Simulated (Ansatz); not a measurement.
# Where V_Al puts its levels in the gap of AlN (F-43m), part 2 of 2

Aim: at which Fermi levels does V_Al in AlN (F-43m) change its charge? The model is a cell of 54 host atoms with 1 Al taken out.

Ansatz; place-levels on r2SCAN runs: charge-transition levels and formation energies with image-charge correction and potential alignment at the atomic sites; PAW set soft_1.

So far: Starting point; The runs of each charge state.

**3. place-levels, r2SCAN**

A charged cell interacts with its images and the background, and its potential has another zero than the host's. place-levels removes the first by a point-charge model, screened by the static dielectric constant since the ions have relaxed around the charge, and the second by comparing potentials at atoms far from the defect.

The host is a run of the defect-free crystal in the same cutoffs, grids and k-points, so that basis and sampling errors cancel in part in the differences. The host is run in a cell of 2 atoms on a matching mesh. Its band edges are searched through the zone by a band path, so the gap is smaller than, or equal to, that on the mesh. Chemical potentials are energies per atom of Al (fcc), run with the same functional and cutoff.

levels.point.yaml reads:

```yaml
host:
  run: host.point.run
states: [qm3.point.run, qm2_M1.point.run, qm1.point.run, qm1_M2.point.run, q0_M1.point.run, q0_M3.point.run, qp1.point.run, qp1_M2.point.run]
geometry_from:
  qm3.point.run: qm3.relax.run
  qm2_M1.point.run: qm2_M1.relax.run
  qm1.point.run: qm1.relax_smeared.run
  qm1_M2.point.run: qm1_M2.relax.run
  q0_M1.point.run: q0_M1.relax.run
  q0_M3.point.run: q0_M3.relax.run
  qp1.point.run: qp1.relax_smeared.run
  qp1_M2.point.run: qp1_M2.relax.run
  host.point.run: host.relax.run
chemical_potentials:
  Al:
    energy: -540.418346
    dataset: <sha256 of the dataset>
epsilon: 4.64
static_epsilon: 8.51
vertical:
  - { from: qm3.point.run, to: qm3.point_neutral.run }
  - { from: qm2_M1.point.run, to: qm2_M1.point_neutral.run }
  - { from: qm1.point.run, to: qm1.point_neutral.run }
  - { from: qm1_M2.point.run, to: qm1_M2.point_neutral.run }
  - { from: qp1.point.run, to: qp1.point_neutral.run }
  - { from: qp1_M2.point.run, to: qp1_M2.point_neutral.run }
```

The run is started by

```sh
$ ansatz place-levels levels.point.yaml -- --threads 4 --pin off --max-ram 7536MiB
```

The program printed:

```text
[... repeated set-up lines and file paths are left out, and long positions are rounded to six places ...]
(+1/0) 0.493 eV above the valence edge, 3.425 eV under the conduction edge
(0/-1) 1.684 eV above the valence edge, 2.235 eV under the conduction edge
(-1/-2) 2.425 eV above the valence edge, 1.493 eV under the conduction edge
(-2/-3) 3.006 eV above the valence edge, 0.912 eV under the conduction edge
formation energy of charge +1: +8.895 eV with the Fermi level at the valence edge
formation energy of charge 0: +9.388 eV with the Fermi level at the valence edge
formation energy of charge -1: +11.072 eV with the Fermi level at the valence edge
formation energy of charge -2: +13.497 eV with the Fermi level at the valence edge
formation energy of charge -3: +16.503 eV with the Fermi level at the valence edge
vertical -3 to 0: no energy, since no alignment is typed
  the change from vertical[0].from (qm3.point.run) to vertical[0].to (qm3.point_neutral.run): by its potential at epsilon 4.64 it stands at 0.403 0.717 0.736, with an rms radius of about 1.9 Å (1.0 1.2 1.0 Å across the planes of the cell's vectors); [...]
vertical -2 to 0: no energy, since no alignment is typed
  the change from vertical[1].from (qm2_M1.point.run) to vertical[1].to (qm2_M1.point_neutral.run): by its potential at epsilon 4.64 it stands at 0.414 0.730 0.688, with an rms radius of about 1.9 Å (0.5 1.1 1.4 Å across the planes of the cell's vectors); [...]
vertical -1 to 0: no energy, since no alignment is typed
  the change from vertical[2].from (qm1.point.run) to vertical[2].to (qm1.point_neutral.run): by its potential at epsilon 4.64 it stands at 0.391 0.663 0.724, with an rms radius of about 1.7 Å (0.8 1.3 0.8 Å across the planes of the cell's vectors); [...]
vertical -1 to 0: no energy, since no alignment is typed
  the change from vertical[3].from (qm1_M2.point.run) to vertical[3].to (qm1_M2.point_neutral.run): by its potential at epsilon 4.64 it stands at 0.360 0.721 0.721, with an rms radius of about 1.9 Å (1.3 1.0 1.0 Å across the planes of the cell's vectors); [...]
vertical +1 to 0: no energy, since no alignment is typed
  the change from vertical[4].from (qp1.point.run) to vertical[4].to (qp1.point_neutral.run): by its potential at epsilon 4.64 it stands at 0.499 0.824 0.782, with an rms radius of about 3.3 Å (1.8 1.8 2.0 Å across the planes of the cell's vectors); [...]
vertical +1 to 0: no energy, since no alignment is typed
  the change from vertical[5].from (qp1_M2.point.run) to vertical[5].to (qp1_M2.point_neutral.run): by its potential at epsilon 4.64 it stands at 0.375 0.758 0.708, with an rms radius of about 1.5 Å (1.0 0.3 1.0 Å across the planes of the cell's vectors); [...]
  edges by r2scan, gap 3.918 eV; the host is sampled to repeats of 18.54 Å
  the defect's cells are sampled to repeats of 18.54 Å, like sampling
  charge +1: -24525.2217 eV with its correction of -0.094 eV, at epsilon 8.51, aligned at sites: -0.3899 eV, mean over 19 atomic sites at or beyond 4.63 Å from the host's site at [0.3332, 0.6666, 0.6666] by the defect at [0.3333, 0.6667, 0.6667], with [...]
  charge 0: +0.000 eV for its dipole among its images, +0.000 omitted
  charge -1: -24509.6434 eV with its correction of +0.643 eV, at epsilon 8.51, aligned at sites: -0.3466 eV, mean over 19 atomic sites at or beyond 4.63 Å from the host's site at [0.3332, 0.6666, 0.6666] by the defect at [0.3333, 0.6667, 0.6667], with [...]
  charge -2: -24500.5177 eV with its correction of +1.809 eV, at epsilon 8.51, aligned at sites: -0.3128 eV, mean over 19 atomic sites at or beyond 4.63 Å from the host's site at [0.3332, 0.6666, 0.6666] by the defect at [0.3333, 0.6667, 0.6667], with [...]
  states[1] (qm2_M1.point.run): levels filled in part (TS 0.003 eV): its energy is of no whole electron's
  charge -3: -24490.8111 eV with its correction of +3.499 eV, at epsilon 8.51, aligned at sites: -0.2785 eV, mean over 19 atomic sites at or beyond 4.63 Å from the host's site at [0.3332, 0.6666, 0.6666] by the defect at [0.3333, 0.6667, 0.6667], with [...]
  charge +1: states[6] (qp1.point.run) stands 1.105 eV higher, with a moment of 0.00 μB against 2.00
  charge 0: states[4] (q0_M1.point.run) stands 0.134 eV higher, with a moment of 1.00 μB against 3.00
  charge -1: states[2] (qm1.point.run) stands 0.589 eV higher, with a moment of 0.00 μB against 2.00
  states[2] (qm1.point.run): levels filled in part (TS 0.019 eV): its energy is of no whole electron's
  of states[7] (qp1_M2.point.run): its alignment with the host at atomic sites is doubtful: the mean over the far sites moves by -0.0737 eV from their farther parts to their nearer, more than 0.05 eV. [...]
  of states[5] (q0_M3.point.run): stability_check_not_made
  of states[3] (qm1_M2.point.run): its alignment with the host at atomic sites is doubtful: the mean over the far sites moves by +0.1456 eV from their farther parts to their nearer, more than 0.05 eV. [...]
  of states[1] (qm2_M1.point.run): it parts from the run at its places by a charge that spreads by about 1.4 Å along one vector (1.3 Å or more is wide), by its potential at epsilon 4.64, taken for that of held ions (one typed too small widens it), where the [...]
  of states[0] (qm3.point.run): it parts from the run that its charge is read beside by 3 carriers, of which the mean alone is read, by its potential at epsilon 4.64, taken for that of held ions (one typed too small widens it): that is narrow, but one of them [...]
  of states[6] (qp1.point.run): it parts from the run at its places by a charge that spreads by about 2 Å along one vector (1.3 Å or more is wide), by its potential at epsilon 4.64, taken for that of held ions (one typed too small widens it), where the cell [...]
  of states[4] (q0_M1.point.run): stability_check_not_made
  of states[2] (qm1.point.run): its alignment with the host at atomic sites is doubtful: the mean over the far sites moves by +0.1108 eV from their farther parts to their nearer, more than 0.05 eV. [...]
  of vertical[0].from (qm3.point.run): it parts from the run that its charge is read beside by 3 carriers, of which the mean alone is read, by its potential at epsilon 4.64, taken for that of held ions (one typed too small widens it): that is narrow, but one [...]
  of vertical[0].to (qm3.point_neutral.run): stability_check_not_made
  vertical[1].from (qm2_M1.point.run): levels filled in part (TS 0.003 eV): its energy is of no whole electron's
  of vertical[1].from (qm2_M1.point.run): stability_check_not_made; [...]
  of vertical[1].to (qm2_M1.point_neutral.run): it set out from the moments of a save, which an earlier run chose (saved_moments_taken); stability_check_not_made
  vertical[2].from (qm1.point.run): levels filled in part (TS 0.019 eV): its energy is of no whole electron's
  of vertical[2].to (qm1.point_neutral.run): stability_check_not_made
  of vertical[3].from (qm1_M2.point.run): stability_check_not_made
  of vertical[3].to (qm1_M2.point_neutral.run): it set out from the moments of a save, which an earlier run chose (saved_moments_taken); seeded_moment_not_kept; stability_check_not_made
  of vertical[4].from (qp1.point.run): it parts from the run at its places by a charge that spreads by about 2 Å along one vector (1.3 Å or more is wide), by its potential at epsilon 4.64, taken for that of held ions (one typed too small widens it), where the [...]
  of vertical[4].to (qp1.point_neutral.run): stability_check_not_made
  of vertical[5].from (qp1_M2.point.run): stability_check_not_made
  of vertical[5].to (qp1_M2.point_neutral.run): it set out from the moments of a save, which an earlier run chose (saved_moments_taken); stability_check_not_made
```

Wall time 0.72 s (4 threads of Arm Neoverse V2, shared host).

Levels between the charges placed, in eV above the valence top:

|  | gap (eV) | (+1/0) | (0/−1) | (−1/−2) | (−2/−3) |
| --- | --- | --- | --- | --- | --- |
| r2SCAN | 3.92 | 0.49 | 1.68 | 2.43 | 3.01 |

Corrections by state:

| charge | moment (μB) | image terms and alignment (eV) | band filling (eV) | ε used | over the lowest of its charge, as the program ranks them, band filling apart (eV) |
| --- | --- | --- | --- | --- | --- |
| +1 | 2.0 | -0.094 | - | 8.51 | 0.000 |
| 0 | 3.0 | 0.000 | - | - | 0.000 |
| −1 | 2.0 | 0.643 | - | 8.51 | 0.000 |
| −2 | 1.0 | 1.809 | - | 8.51 | 0.000 |
| −3 | 0.0 | 3.499 | - | 8.51 | 0.000 |
| +1 | 0.0 | -0.218 | - | 8.51 | 1.105 |
| 0 | 1.0 | 0.000 | - | - | 0.134 |
| −1 | 0.0 | 0.665 | - | 8.51 | 0.589 |

The charged structures listed were also run neutral, and place-levels reads from each pair, by the potential or the spins, how wide the charge is by which they differ; that can be the carrier of either run.

| charge | rms radius (Å) | spread where it is widest against the cell (Å) | wide from (Å) | reading |
| --- | --- | --- | --- | --- |
| +1 | 1.5 | 1.04 | 1.31 | narrow |
| −1 | 1.9 | 1.26 | 1.31 | narrow |
| −2 | 1.9 | 1.43 | 1.31 | wide |
| −3 | 1.9 | 1.23 | 1.31 | narrow |

The neutral runs of these pairs need not share the spin of the lowest neutral state, and very wide values only mean spread over the cell.

From the program's caveats on the states, each cut to its opening words:

- charge +1 (2 μB): its alignment with the host at atomic sites is doubtful: the mean over the far sites moves by -0.0737 eV from their farther parts to their nearer, more than [...]
- charge +1 (2 μB), 0 (3 μB), −1 (2 μB), −2 (1 μB), 0 (1 μB): flagged: stability check not made
- charge −1 (2 μB): its alignment with the host at atomic sites is doubtful: the mean over the far sites moves by +0.1456 eV from their farther parts to their nearer, more than [...]
- charge −1 (2 μB): the host's ions (past the first shell or, of a walk that freed a part, those that it held) aren't shown at rest: they stand up to 0.055 Å off their sites, 0.48 [...]
- charge −2 (1 μB): it parts from the run at its places by a charge that spreads by about 1.4 Å along one vector (1.3 Å or more is wide), by its potential at epsilon 4.64, taken [...]
- charge −2 (1 μB): its alignment with the host at atomic sites is doubtful: the mean over the far sites moves by +0.2900 eV from their farther parts to their nearer, more than [...]
- charge −2 (1 μB): the host's ions (past the first shell or, of a walk that freed a part, those that it held) aren't shown at rest: they stand up to 0.062 Å off their sites, 0.59 [...]
- charge −3: it parts from the run that its charge is read beside by 3 carriers, of which the mean alone is read, by its potential at epsilon 4.64, taken for that of held [...]
- charge −3: its alignment with the host at atomic sites is doubtful: the mean over the far sites moves by +0.4327 eV from their farther parts to their nearer, more than [...]
- charge +1: it parts from the run at its places by a charge that spreads by about 2 Å along one vector (1.3 Å or more is wide), by its potential at epsilon 4.64, taken for [...]
- charge +1: its alignment with the host at atomic sites is doubtful: the mean over the far sites moves by -0.2816 eV from their farther parts to their nearer, more than [...]
- charge +1: the host's ions (past the first shell or, of a walk that freed a part, those that it held) aren't shown at rest: they stand up to 0.066 Å off their sites, 0.69 [...]
- charge −1: its alignment with the host at atomic sites is doubtful: the mean over the far sites moves by +0.1108 eV from their farther parts to their nearer, more than [...]

Chemical potentials of the elements' reference phases, run alike. Formation energies (elemental references), with the Fermi level at the valence top and at the conduction bottom (gap 3.92 eV):

| charge | at valence top (eV) | at conduction bottom (eV) | correction included (eV) |
| --- | --- | --- | --- |
| +1 | 8.89 | 12.81 | -0.09 |
| 0 | 9.39 | 9.39 | 0.00 |
| −1 | 11.07 | 7.15 | 0.64 |
| −2 | 13.50 | 5.66 | 1.81 |
| −3 | 16.50 | 4.75 | 3.50 |

Fermi level (eV), lowest formation energy (eV) and a bar from the least value:
```
     0.00       8.89 ###########################
     0.36       9.25 #############################
     0.71       9.39 ##############################
     1.07       9.39 ##############################
     1.42       9.39 ##############################
     1.78       9.29 #############################
     2.14       8.93 ###########################
     2.49       8.51 ########################
     2.85       7.80 ####################
     3.21       6.88 ##############
     3.56       5.82 #######
     3.92       4.75
```

**4. Another choice**

In this try the input is made faulty on purpose, to show what that does.

A choice is tested by changing it alone.

levels.try0.yaml is levels.point.yaml with these lines changed:

```diff
-static_epsilon: 8.51
+static_epsilon: 4.64
```

The run is started by

```sh
$ ansatz place-levels levels.try0.yaml -- --threads 4 --pin off --max-ram 7536MiB
```

The program printed:

```text
(+1/0) 0.328 eV above the valence edge, 3.590 eV under the conduction edge
(0/-1) 1.849 eV above the valence edge, 2.070 eV under the conduction edge
(-1/-2) 2.920 eV above the valence edge, 0.998 eV under the conduction edge
(-2/-3) 3.831 eV above the valence edge, 0.088 eV under the conduction edge
formation energy of charge +1: +9.060 eV with the Fermi level at the valence edge
formation energy of charge 0: +9.388 eV with the Fermi level at the valence edge
formation energy of charge -1: +11.237 eV with the Fermi level at the valence edge
formation energy of charge -2: +14.157 eV with the Fermi level at the valence edge
formation energy of charge -3: +17.987 eV with the Fermi level at the valence edge
vertical -3 to 0: no energy, since no alignment is typed
vertical -2 to 0: no energy, since no alignment is typed
vertical -1 to 0: no energy, since no alignment is typed
vertical -1 to 0: no energy, since no alignment is typed
vertical +1 to 0: no energy, since no alignment is typed
vertical +1 to 0: no energy, since no alignment is typed
  edges by r2scan, gap 3.918 eV; the host is sampled to repeats of 18.54 Å
[... the lines on each state left out ...]
```

The change: the electronic dielectric constant for relaxed ions.

Levels in eV above the valence top; the changed ones are not the defect's:

|  | gap (eV) | (+1/0) | (0/−1) | (−1/−2) | (−2/−3) |
| --- | --- | --- | --- | --- | --- |
| changed | 3.92 | 0.33 | 1.85 | 2.92 | 3.83 |
| as set up | 3.92 | 0.49 | 1.68 | 2.43 | 3.01 |

The largest shift is 0.82 eV.

**5. A changed set-up**

The levels are placed again with one choice changed, to see how much they rest on it.

levels.try1.yaml is levels.point.yaml with these lines changed:

```diff
-epsilon: 4.64
-static_epsilon: 8.51
+epsilon: 6.17
+static_epsilon: 11.32
```

The run is started by

```sh
$ ansatz place-levels levels.try1.yaml -- --threads 4 --pin off --max-ram 7536MiB
```

The program printed:

```text
(+1/0) 0.542 eV above the valence edge, 3.376 eV under the conduction edge
(0/-1) 1.635 eV above the valence edge, 2.284 eV under the conduction edge
(-1/-2) 2.278 eV above the valence edge, 1.640 eV under the conduction edge
(-2/-3) 2.760 eV above the valence edge, 1.158 eV under the conduction edge
formation energy of charge +1: +8.846 eV with the Fermi level at the valence edge
formation energy of charge 0: +9.388 eV with the Fermi level at the valence edge
formation energy of charge -1: +11.023 eV with the Fermi level at the valence edge
formation energy of charge -2: +13.300 eV with the Fermi level at the valence edge
formation energy of charge -3: +16.061 eV with the Fermi level at the valence edge
vertical -3 to 0: no energy, since no alignment is typed
vertical -2 to 0: no energy, since no alignment is typed
vertical -1 to 0: no energy, since no alignment is typed
vertical -1 to 0: no energy, since no alignment is typed
vertical +1 to 0: no energy, since no alignment is typed
vertical +1 to 0: no energy, since no alignment is typed
  edges by r2scan, gap 3.918 eV; the host is sampled to repeats of 18.54 Å
[... the lines on each state left out ...]
```

The change: dielectric constants a third too high.

Levels in eV above the valence top; the changed ones are not the defect's:

|  | gap (eV) | (+1/0) | (0/−1) | (−1/−2) | (−2/−3) |
| --- | --- | --- | --- | --- | --- |
| changed | 3.92 | 0.54 | 1.63 | 2.28 | 2.76 |
| as set up | 3.92 | 0.49 | 1.68 | 2.43 | 3.01 |

The largest shift is 0.25 eV.

**6. What came out**

```json
{
  "gap of the host": "3.92 eV (r2SCAN)",
  "level (plus 1/0)": "0.49 eV above the valence top",
  "level (0/minus 1)": "1.68 eV above the valence top",
  "level (minus 1/minus 2)": "2.43 eV above the valence top",
  "level (minus 2/minus 3)": "3.01 eV above the valence top",
  "lowest of the charges placed, just above the valence top (0.02 eV)": "+1",
  "lowest of the charges placed, just below the conduction bottom (0.02 eV)": "−3",
  "lowest formation energy at mid-gap of the charges run, elemental references": "9.11 eV"
}
```

Of the charges placed (−3, −2, −1, 0 and +1), the lowest changes at 0.49 eV (+1/0), 1.68 eV (0/−1), 2.43 eV (−1/−2) and 3.01 eV (−2/−3) above the valence top, in a gap of 3.92 eV. (−2/−3) lies nearer to a band edge than the share of the finite-size correction in it (1.69 eV), and that correction holds for a localised charge alone. Charges above +1 and below −3 were not placed, so these runs say nothing of levels that involve them. States placed: +1 at 2 μB and 0 μB; 0 at 3 μB and 1 μB; −1 at 2 μB and 0 μB; −2 at 1 μB; −3 at 0 μB. Other spin states or structures, where not listed, weren't placed. Corrections reach 3.5 eV, so the cell is small for these charges and their levels are rough. The program doubts the alignment of potentials for at least one state, a sign that the cell is small. Keep in mind: r2SCAN makes the gap too small and tends to spread out bound carriers; where a gas molecule sets a chemical potential or the host's formation energy, its binding is uncorrected; force components of up to 0.58 eV/Å remain in a run at the final settings.

[Logs are printed without paths, hosts, clocks, repeated set-up lines and the standing remarks that a program may print on its own settings, such as how far it seeks lower states.]

[Hosts, paths, dates, database ids (printed as entryN), source tags and the programs' standing remarks are cut or masked in the printed files.]

[Where a table of states has a column of steps, it counts the stored structures, which are thinned; the runs took as many ionic steps or more.]

[A defect's name tells the site on which it was built; relaxed atoms can leave that site.]

[For some hosts the program warned that the k-mesh of the response run may be too coarse for force constants and the static dielectric constant; such warnings are not shown here.]
